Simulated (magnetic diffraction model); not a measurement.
# Magnetic neutron pattern of DyVCo₄

Space group P-6m2 (no. 187), a = 4.9860 Å, c = 3.7660 Å.

| site | atom | x | y | z |
| --- | --- | --- | --- | --- |
| 1e | Dy | 2/3 | 1/3 | 0 |
| 3k | Co | 0.1711 | 0.3423 | 1/2 |
| 1c | Co | 1/3 | 2/3 | 0 |
| 1a | V | 0 | 0 | 0 |

The compound is invented for this exercise: a known structure type with other elements, its cell scaled to their sizes and not relaxed.

Only Dy is taken to order (form factors of Dy3+); orders and moment sizes are assumed, and not adapted to the symmetry. Radiation: neutrons of λ = 2.41 Å (absorption by Dy left out), 5° to 100°; isotropic B of 0.23 Å² (Dy), 0.36 Å² (Co) and 0.41 Å² (V). The intensities are simulated: I ∝ L Σ (|F_N|² + |F_M⊥|²) for unpolarised neutrons, with F_M = 2.695 fm/μB × Σ f(s) S exp(2πi Q·r) exp(−B s²) at Q = H ± k (one set where k and −k are equivalent), only the part normal to Q counting and L = 1/(sin²θ cos θ). For collinear order S is the moment m, which repeats by lattice and centring translations R with the sign exp(−2πi k·R). Form factors are spin-only for 3d ions and dipole or tabulated for f ions, scattering lengths are Sears's of 1992, and absorption is left out. A label names one of the reflections at its angle. The strongest nuclear line in the range is 100, and lines under 0.2 are left out.

Assume the order k = (0 0 0), collinear moments along [100], 7.4 μB on Dy.

Predict the pattern, nuclear and magnetic parts apart.

```
2θ (°)    index  nuclear  magnetic
 32.41  (1 0 0)     60.1      56.9
 37.32  (0 0 1)     11.0      28.1
 50.25  (1 0 1)    100.0      69.6
 57.81  (1 1 0)     31.9      16.3
 67.85  (2 0 0)     50.1      11.5
 70.85  (1 1 1)     79.4      27.4
 79.57  (0 0 2)     17.3       5.5
 80.08  (2 0 1)     11.6      20.2
 88.56  (1 0 2)     25.0      24.4
 95.18  (2 1 0)     23.2      11.7
```

The strongest magnetic line in the range is (1 0 1) at 50.25° (69.6). On top of the Lorentz factor, which all lines share, magnetic lines fade with angle because f falls: for Dy3+ it is 0.96, 0.84, 0.69 and 0.41 at sin θ/λ = 0.1, 0.2, 0.3 and 0.5 Å⁻¹, while nuclear lengths stay constant. The net moment is 7.40 μB a primitive cell.

[Logs are printed without paths, hosts, clocks, repeated set-up lines and the standing remarks that a program may print on its own settings, such as how far it seeks lower states.]
